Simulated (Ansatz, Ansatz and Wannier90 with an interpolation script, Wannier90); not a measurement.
Planning a run of Ansatz 0.2.0 on SiC (F-43m). The input:

```yaml
crystal:
  lattice:
    - [0.0, 2.179, 2.179]
    - [2.179, 0.0, 2.179]
    - [2.179, 2.179, 0.0]
  atoms:
    - { symbol: Si, position: [0.0, 0.0, 0.0] }
    - { symbol: C, position: [0.75, 0.75, 0.75] }
kpoints:
  mp_grid: { grid: [10, 10, 10] }
hamiltonian:
  xc: lda
scf:
  occupations: { method: fixed }
gw:
  n_empty_bands: 95
  ecut_chi: 160.0
  qp_bands: [v4, c2]
  screening: { model: contour_deformation }
```

```sh
ansatz run input.yaml --threads 12 --pin off --max-ram 22118MiB --backend cpu --events-out ev --progress --plain --runs-dir out
```

Question: How long will it take on 12 threads of Arm Neoverse V2, shared host, and how much memory?

It took 11 min; on shared hardware allow 5.5 min to 22 min. Peak host memory was 0.55 GiB. The sizes that set the cost: 411 plane waves a state, 47 irreducible k points, 99 bands summed, 113 plane waves in the screening and 6 SCF cycles.

The screening grows as filled bands × empty bands × pairs of k points, times the square of the screening basis for the matrix.

[Paths, hosts, dates, memory and timing lines, banners, echoed tables and standing remarks are left out of the program output.]

[Logs are printed without paths, hosts, clocks, repeated set-up lines and the standing remarks that a program may print on its own settings, such as how far it seeks lower states.]

[Runs of the session that timed out or met a known fault of the program may be left out.]

[Hosts, paths, dates, database ids (printed as entryN), source tags and the programs' standing remarks are cut or masked in the printed files.]
